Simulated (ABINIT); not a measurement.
Planning a run of ABINIT 10.8.3 on Rb2NaYF6 (Fm-3m). The input:

```
acell 3*1.0 Angstrom
rprim 
  -0.000000000000 4.447500000000 4.447500000000
  4.447500000000 -0.000000000000 4.447500000000
  4.447500000000 4.447500000000 -0.000000000000
ntypat 4
znucl 37 11 39 9
natom 10
typat 1 1 2 3 4 4 4 4 4 4
xred 
  0.250000000000 0.250000000000 0.250000000000
  0.750000000000 0.750000000000 0.750000000000
  0.500000000000 0.500000000000 0.500000000000
  0.000000000000 0.000000000000 0.000000000000
  0.756000000000 0.244000000000 0.244000000000
  0.244000000000 0.756000000000 0.244000000000
  0.244000000000 0.756000000000 0.756000000000
  0.756000000000 0.244000000000 0.756000000000
  0.244000000000 0.244000000000 0.756000000000
  0.756000000000 0.756000000000 0.244000000000
pp_dirpath "pseudos"
pseudos "Rb.upf, Na.upf, Y.upf, F.upf"
ecut 38
ngkpt 2 2 2
nshiftk 1
shiftk 0 0 0
kptopt 1
chksymbreak 0
istwfk *1
occopt 1
irdwfk 1
optdriver 4
nband 254
gwcalctyp 10
ecutsigx 38
symsigma 1
nkptgw 3
kptgw 
  0.0000000000 0.0000000000 0.0000000000
  0.5000000000 0.0000000000 0.0000000000
  0.5000000000 0.5000000000 0.0000000000
bdgw 
  17 52
  17 52
  17 52
ecuteps 4.8
irdscr 1
ppmodel 1
irdqps 1
indata_prefix "in"
outdata_prefix "out"
tmpdata_prefix "tmp"
```

```sh
OMP_NUM_THREADS=1 mpirun -n 4 abinit run.abi > log
```

Question: Estimate wall time and host memory on 4 MPI ranks of Arm Neoverse V1, shared host.

It took 7.9 min; on shared hardware allow 4 min to 16 min. Peak host memory was 5 GiB.

[Paths, hosts, dates, memory and timing lines, banners, echoed tables and standing remarks are left out of the program output.]

[Logs are printed without paths, hosts, clocks, repeated set-up lines and the standing remarks that a program may print on its own settings, such as how far it seeks lower states.]

[Runs of the session that timed out or met a known fault of the program may be left out.]

[Hosts, paths, dates, database ids (printed as entryN), source tags and the programs' standing remarks are cut or masked in the printed files.]

[G0W0 gaps are taken among the corrected bands and points alone; a level outside them can change the order at an edge.]

[Where Ansatz stands beside ABINIT at settings called matched, ABINIT's density can come from a denser mesh and the files from another edition; pairs whose starting gaps differed by over 0.03 eV were left out, so agreement reads better than it is.]
